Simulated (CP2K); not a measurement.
Two runs for the S L₂,₃ edge of 2-acetylthiophene. Run A: CP2K XAS_TDP, all-electron GAPW, PBEh(45%), aug-cc-pVDZ, TDA, ZORA, spin–orbit coupling. Run B differs in one setting.

First lines with a strength over 0.0003. A:

| atom | energy (eV) | states | strength, one atom |
| --- | --- | --- | --- |
| S8 (bonded to 2 C) | 164.68 | 2 | 0.0020 |
|  | 165.03 | 1 | 0.0018 |
|  | 165.76 | 2 | 0.0017 |
|  | 166.08 | 1 | 0.0036 |
|  | 166.65 | 1 | 0.0008 |

B:

| atom | energy (eV) | states | strength, one atom |
| --- | --- | --- | --- |
| S8 (bonded to 2 C) | 167.57 | 2 | 0.0016 |
|  | 167.63 | 2 | 0.0005 |
|  | 167.92 | 1 | 0.0018 |
|  | 168.64 | 2 | 0.0018 |
|  | 168.95 | 1 | 0.0034 |

Q: Which was it: GW2X switched on, the functional, the basis?

GW2X switched on. GW2X shifts the lines nearly together; each 2p level gets its own shift. The lowest line over the strength cut lies at 167.57 eV, against 164.68 eV (PBEh(45%), aug-cc-pVDZ).

[Hosts, paths, dates, database ids (printed as entryN), source tags and the programs' standing remarks are cut or masked in the printed files.]
